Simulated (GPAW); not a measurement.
# The Zn K excitation threshold of ZnO (zincite, P6_3mc) under uniform strain

For each volume the threshold was computed as E(hole) − E(ground) plus the lowest empty eigenvalue of the hole cell (GPAW, revPBE, 12-atom cell, total energies on 4×4×4 k points, the eigenvalue on 5×5×5, hole spin-paired). The values are raw, 31 eV above the value with the free atom's term for the hole's spin taken off; only their change is used. The threshold is the spectrum's zero, where absorption may be weak, not the visible edge.

| volume | ln(V/V₀) | threshold (eV) |
| --- | --- | --- |
| V × 0.94 | -0.06188 | ? |
| V × 0.97 | -0.03046 | 9690.596 |
| V × 1 | +0.00000 | 9690.540 |
| V × 1.03 | +0.02956 | 9690.491 |
| V × 1.06 | +0.05827 | 9690.447 |

**Question.** Fit a straight line in ln(V/V₀), give its slope, and predict the threshold at V × 0.94.

The means of the given rows are x̄ = +0.01434 and Ē = 9690.519 eV. Σ(x − x̄)(E − Ē) = -0.00734 and Σ(x − x̄)² = 0.004374, so the slope is -1.68 eV, and the line passes the given rows within 0.003 eV. At x = -0.06188 it gives 9690.519 + (-1.68) × (-0.07622) = 9690.646 eV. The run gives 9690.658 eV, a miss of -0.012 eV over a total move of -0.211 eV. The slope is the clamped-ion volume deformation potential of the lowest empty level of the hole cell on this mesh (the hole may pull it below the band edge) against the Zn 1s level, with the hole's relaxation included: the threshold falls by 0.017 eV for 1 % of expansion. The charged cell's image error also scales with the cell's size and isn't taken out.

[Hosts, paths, dates, database ids (printed as entryN), source tags and the programs' standing remarks are cut or masked in the printed files.]

[Lists of maxima count a maximum above −3 eV only where it reaches 4 % of the highest in the window and stands out from its surroundings by 2 % of it (1.5 % where it reaches 55 %); shoulders and weaker maxima are passed over, and of the rest the first, up to two pre-edge ones and the few strongest are named.]
